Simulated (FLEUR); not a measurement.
# NiO: which magnetic order is lowest, part 3 of 3

Does NiO prefer parallel or opposed moments?

FLEUR MaX-R8.1; PBE with U = 6 eV on Ni d; all-electron FLAPW, Dirac cores, scalar-relativistic bands.

So far, largest spin moment in the muffin-tin sphere (μB): step 2 (run 1 (ferro +)) 1.79; step 3 (order 2, typed as antiferro q=(0,1/2,1/2) +-) 1.80; step 4 (run 3 (antiferro q=(0,0,1/2) +-)) 1.70.

## (5) Run 4 (no spin polarisation)

A spinless run shows what the cell costs with no moments; under a U that can hold a penalty on part-filled orbitals beside the lost exchange.

The k list default-1 (kpts.xml, not shown) is a Γ-centred 10×10×10 mesh.

Contents of inp.xml:

```
<?xml version="1.0" encoding="UTF-8" standalone="no"?>
<fleurInput fleurInputVersion="0.39">
   <comment>
      NiO
   </comment>
   <calculationSetup>
      <cutoffs Kmax="4.32" Gmax="13.0" GmaxXC="13.0" numbands="0"/>
      <scfLoop itmax="120" minDistance="0.0001" maxIterBroyd="15" imix="Anderson" alpha="0.05" precondParam="0.0" spinf="2.0" sdNocoIR="T"/>
      <coreElectrons ctail="T" frcor="F" kcrel="0" coretail_lmax="0"/>
      <xcFunctional name="pbe" relativisticCorrections="F"/>
      <magnetism jspins="1"/>
      <soc l_soc="F" theta="0.0" phi="0.0" spav="F"/>
      <expertModes spex="0" secvar="F"/>
      <geometryOptimization l_f="F" forcealpha="1.0" forcemix="BFGS" epsdisp="0.00001" epsforce="0.00001"/>
      <ldaU l_linMix="F" mixParam="0.05" spinf="1.0"/>
   </calculationSetup>
   <cell>
      <bzIntegration valenceElectrons="24.0" mode="hist" fermiSmearingEnergy="0.00183747">
         <kPointListSelection listName="default-1"/>
         <xi:include xmlns:xi="http://www.w3.org/2001/XInclude" href="kpts.xml"> </xi:include>
      </bzIntegration>
      <xi:include xmlns:xi="http://www.w3.org/2001/XInclude" href="sym.xml"> </xi:include>
      <bulkLattice scale="1.0">
         <bravaisMatrix>
            <row-1>    0.0000000000000000     3.9417828250996005     3.9417828250996005</row-1>
            <row-2>    3.9417828250996005     0.0000000000000000     3.9417828250996005</row-2>
            <row-3>    3.9417828250996005     3.9417828250996005     0.0000000000000000</row-3>
         </bravaisMatrix>
      </bulkLattice>
   </cell>
   <atomSpecies>
      <species name="Nickel (Ni)" element="Ni" atomicNumber="28">
         <mtSphere radius="2.46" gridPoints="813" logIncrement="0.015"/>
         <atomicCutoffs lmax="10" lnonsphr="8"/>
         <electronConfig flipSpins="F">
            <coreConfig>(1s1/2) (2s1/2) (2p1/2) (2p3/2)</coreConfig>
            <valenceConfig>(3s1/2) (3p1/2) (3p3/2) (4s1/2) (3d3/2) (3d5/2)</valenceConfig>
            <stateOccupation state="(3d3/2)" spinUp="1.600000" spinDown="1.600000"/>
            <stateOccupation state="(3d5/2)" spinUp="2.400000" spinDown="2.400000"/>
         </electronConfig>
         <energyParameters s="4" p="4" d="3" f="4"/>
         <ldaU l="2" U="6.0" J="0.0" l_amf="F"/>
         <lo type="SCLO" l="0" n="3" eDeriv="0"/>
         <lo type="SCLO" l="1" n="3" eDeriv="0"/>
      </species>
      <species name="Oxygen (O)" element="O" atomicNumber="8">
         <mtSphere radius="1.39" gridPoints="461" logIncrement="0.023"/>
         <atomicCutoffs lmax="6" lnonsphr="4"/>
         <electronConfig flipSpins="F">
            <coreConfig>(1s1/2)</coreConfig>
            <valenceConfig>(2s1/2) (2p1/2) (2p3/2)</valenceConfig>
            <stateOccupation state="(2p1/2)" spinUp="0.666667" spinDown="0.666667"/>
            <stateOccupation state="(2p3/2)" spinUp="1.333333" spinDown="1.333333"/>
         </electronConfig>
         <energyParameters s="2" p="2" d="3" f="4"/>
      </species>
   </atomSpecies>
   <atomGroups>
      <atomGroup species="Nickel (Ni)">
         <relPos label="                   1">.0000000000 .0000000000 .0000000000</relPos>
         <force calculate="T" relaxXYZ="TTT"/>
      </atomGroup>
      <atomGroup species="Oxygen (O)">
         <relPos label="                   2">1.000/2.000 1.000/2.000 1.000/2.000</relPos>
         <force calculate="T" relaxXYZ="TTT"/>
      </atomGroup>
   </atomGroups>
   <output dos="F" band="F" slice="F">
      <bandDOS minEnergy="-.5*Htr" maxEnergy="0.5*Htr" sigma="0.015" storeEVData="T"/>
      <plotting iplot="0" polar="F">
         <plot TwoD="T" vec1="  1.0  0.0  0.0" vec2="  0.0  1.0  0.0" vec3="  0.0  0.0  1.0" zero="  0.0  0.0  0.0" file="plot"/>
      </plotting>
      <moessbauerParams electricFieldGradient="F" isomerShift="F" coreHyperfine="F" valenceHyperfine="F"/>
   </output>
</fleurInput>
```

Contents of crystal.txt:

```
NiO
&input film=F cartesian=F /
0.00000000000  2.08590164140  2.08590164140
2.08590164140  0.00000000000  2.08590164140
2.08590164140  2.08590164140  0.00000000000
1.8897261246
1.0 1.0 1.0

2
28 0.00000000000  0.00000000000  0.00000000000
8 0.50000000000  0.50000000000  0.50000000000

&kpt div1=10 div2=10 div3=10 gamma=T /
```

On the command line:

```bash
$ OMP_NUM_THREADS=1 inpgen -f crystal.txt > inpgen.log  # inp.xml is then edited as shown
$ OMP_NUM_THREADS=1 mpirun -n 4 fleur_MPI > fleur.log
```

The program printed:

```text
[banner, memory and clock lines left out]
Welcome to FLEUR        (www.flapw.de)
      MaX-Release 8.1          (www.max-centre.eu)

 ========== k-point set info ==========
 Selected k-point list: default-1
 k-point list type: mesh
 0 x 0 x 0
 Number of k points: 48

 [... set-up left out ...]
 no density matrix found ... skipping LDA+U
 Reset of history
 Iteration:     1   Distance:      34.46494583 me/bohr^3
 Iteration:     2   Distance:      32.95892886 me/bohr^3
 Iteration:     3   Distance:      30.72667334 me/bohr^3
 Iteration:     4   Distance:      18.09574052 me/bohr^3
[...]
<sumOfEigenvalues value="     -909.1201700651">
               <coreElectrons value="-891.9717360536"/>
               <valenceElectrons value="-17.1484340114"/>
            </sumOfEigenvalues>
         [... left out ...]
            <freeEnergy value="-1595.9205802032"/>
            <extrapolationTo0K value="-1595.9203605890"/>
         </totalEnergy>
         [... left out ...]
         <ldaUDensityMatrixConvergence>
            <distance spin="1" distance="0.000001"/>
         </ldaUDensityMatrixConvergence>
         <densityConvergence units="me/bohr^3">
            <chargeDensity spin="1" distance="0.0000382682"/>
         </densityConvergence>
      </iteration>
```

Wall time 7.6 s (4 MPI ranks of Intel Xeon Platinum 8488C (Sapphire Rapids), shared host); peak memory 0.23 GiB; 29 s of CPU time.

This step gave:

- free energy: -43427.2113 eV
- program's band gap on this mesh (in a metal only a level spacing): 0.06569 eV
- final state: non-magnetic (no spin polarisation)

It lies 2067 meV a seeded atom over the first start.

## (6) Energies of the orders

Free energies are divided by the number of seeded atoms, so that cells of unlike size compare. Wavevectors q in the names are fractions of the primitive cell's reciprocal vectors.

Orders:

```csv
start,final state,typed order kept,energy over the lowest (meV a seeded atom),largest sphere moment (μB),net moment (μB a primitive cell),mesh matched,CPU time (s)
ferro +,ferromagnetic,yes,85.21,1.789,2,yes,48.61
"antiferro q=(0,1/2,1/2) +-",antiferromagnetic,yes,94.51,1.799,0,yes,370.4
"antiferro q=(0,0,1/2) +-",antiferromagnetic,yes,0,1.7,0,yes,429.3
no spin polarisation,non-magnetic,-,2152,0,0,yes,29.39
```

## (7) Summary of results

| Quantity | Value |
| --- | --- |
| lowest state found | antiferromagnetic (typed antiferro q=(0,0,1/2) +-) |
| largest site spin moment | 1.70 μB |
| next finished state | ferromagnetic, 85.2 meV a seeded atom higher |
| spinless run over the lowest (under a U no clean measure of the moments) | 2152 meV a seeded atom |

**Reading.** The lowest state found is antiferromagnetic, reached from the start antiferro q=(0,0,1/2) +-, with moments up to 1.70 μB. The next finished state costs 85 meV a seeded atom. Under a U a spinless run can be left with part-filled orbitals, which the U penalises, or fall into a low-spin state, so its energy is no clean measure of what the moments gain. Only 4 starts were tried; other patterns of signs, canted and longer-period orders were not.

[Logs and program files are shortened in this print: banners, set-up blocks, solver, clock and traceback lines can be left out without a mark of their own.]

[Logs are printed without paths, hosts, clocks, repeated set-up lines and the standing remarks that a program may print on its own settings, such as how far it seeks lower states.]

[Hosts, paths, dates, database ids (printed as entryN), source tags and the programs' standing remarks are cut or masked in the printed files.]

[Where a cell is said to come from a database of computed structures, the database is the Materials Project.]
